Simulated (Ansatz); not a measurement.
The compound is CuS (F-43m).

It takes space group F-43m (No. 216, cubic). Conventional cell: a = 5.160 Å, b = 5.160 Å, c = 5.160 Å, α = 90.00°, β = 90.00°, γ = 90.00°. Nearest to Cu lie 4 S at 2.23 Å. Nearest to S lie 4 Cu at 2.23 Å. Farther neighbours and most contacts between anions are not listed.

```
Cu S
1.0
    -2.58003   -2.58003    0.00000
    -2.58003    0.00000   -2.58003
     0.00000   -2.58003   -2.58003
Cu S
1 1
Direct
  0.25000 0.25000 0.25000
  0.00000 0.00000 0.00000
```

The cell and positions are those that the Materials Project relaxed with its own functionals (PBE, PBE+U or r2SCAN), kept fixed. PAW set soft_2, made with PBE.

A constrained-RPA run (Ansatz 0.2.0; non-magnetic LDA; Cu d + anion p, bands v8 to v1, 6×6×6 mesh, medium accuracy) builds 8 functions on bands 7.0 eV wide, with 15.0 electrons in the window. The bare on-site interaction is 26.8 eV and the bare J 0.92 eV.

**Question.** What U and J survive the screening?

On the Cu d shell, U = 7.57 eV (28 % of the bare value), U′ = 6.06 eV, J = 0.76 eV.

The parent state is non-magnetic and the interaction static (zero frequency); U depends on the window and the orbitals, so it belongs to this model alone. A window that holds the anion p bands defines a model with explicit ligands; its U belongs to that model and is not the U of DFT+U.

[Paths, hosts, dates, memory and timing lines, banners, echoed tables and standing remarks are left out of the program output.]

[Logs are printed without paths, hosts, clocks, repeated set-up lines and the standing remarks that a program may print on its own settings, such as how far it seeks lower states.]

[Runs of the session that timed out or met a known fault of the program may be left out.]

[Hosts, paths, dates, database ids (printed as entryN), source tags and the programs' standing remarks are cut or masked in the printed files.]
